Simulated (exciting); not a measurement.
Al2O3, space group P-6m2, Al K edge of atom 1, with 3 O at 1.80 Å and 3 O at 2.18 Å (distorted octahedral, site symmetry 3m); the tensor is averaged over the atoms equivalent by symmetry. Method: exciting, all-electron LAPW+lo, LDA, exchange and screened direct term (singlet BSE), 6×6×1 shifted k points, 25 conduction bands, |G+q| up to 3 bohr⁻¹, full RPA screening with nempty = 50, Lorentzian half width 0.45 eV.

```xyz
5
Lattice="2.8843 0.0000 0.0000 -1.4422 2.4979 0.0000 0.0000 0.0000 9.3368" Properties=species:S:1:pos:R:3 pbc="T T T"
Al    0.0000    0.0000    7.9363
Al    0.0000    0.0000    1.4004
O     0.0000    1.6653    7.2610
O     1.4422    0.8326    0.0000
O     0.0000    1.6653    2.0757
```

Energy from the Kohn–Sham onset, core level to the lowest empty state found on the meshes used; scaled to the maximum of the polarisation mean:

```tsv
E (eV)	curve 1	curve 2
-5.0	0.01	0.03
-4.5	0.01	0.04
-4.0	0.02	0.06
-3.5	0.02	0.09
-3.0	0.02	0.17
-2.5	0.03	0.41
-2.0	0.04	0.62
-1.5	0.05	0.32
-1.0	0.07	0.30
-0.5	0.11	0.47
0.0	0.20	0.90
0.5	0.36	1.41
1.0	0.70	0.80
1.5	1.10	0.70
2.0	1.03	0.63
2.5	0.58	0.59
3.0	0.42	0.39
3.5	0.44	0.37
4.0	0.53	0.38
4.5	0.65	0.33
5.0	0.89	0.41
5.5	0.70	0.47
6.0	0.50	0.32
6.5	0.56	0.34
7.0	0.54	0.38
7.5	0.43	0.27
8.0	0.35	0.20
8.5	0.30	0.13
9.0	0.23	0.10
9.5	0.20	0.09
10.0	0.19	0.09
10.5	0.17	0.10
11.0	0.17	0.14
11.5	0.19	0.15
12.0	0.21	0.13
12.5	0.18	0.13
13.0	0.13	0.13
13.5	0.11	0.16
14.0	0.09	0.23
14.5	0.09	0.33
15.0	0.08	0.34
15.5	0.08	0.29
16.0	0.08	0.21
16.5	0.08	0.16
17.0	0.10	0.14
17.5	0.12	0.13
18.0	0.12	0.11
18.5	0.13	0.10
19.0	0.14	0.08
```

Question: The curves are the diagonal elements of Im ε for ε ∥ c and ⊥ c. Which is which?

Curve 1: ε ⊥ c, maxima 1.7 eV (1.17), 5.1 eV (0.92) and 6.7 eV (0.57); 1 lower ones aren't listed. Curve 2: ε ∥ c, maxima -2.1 eV (0.66), 0.4 eV (1.46) and 5.4 eV (0.48); 3 lower ones aren't listed. A K edge probes the empty p states along ε, which follow the bonds' lengths and directions.

[Banner, clock and machine lines of the logs are left out without a mark of their own.]

[Logs are printed without paths, hosts, clocks, repeated set-up lines and the standing remarks that a program may print on its own settings, such as how far it seeks lower states.]

[Hosts, paths, dates, database ids (printed as entryN), source tags and the programs' standing remarks are cut or masked in the printed files.]
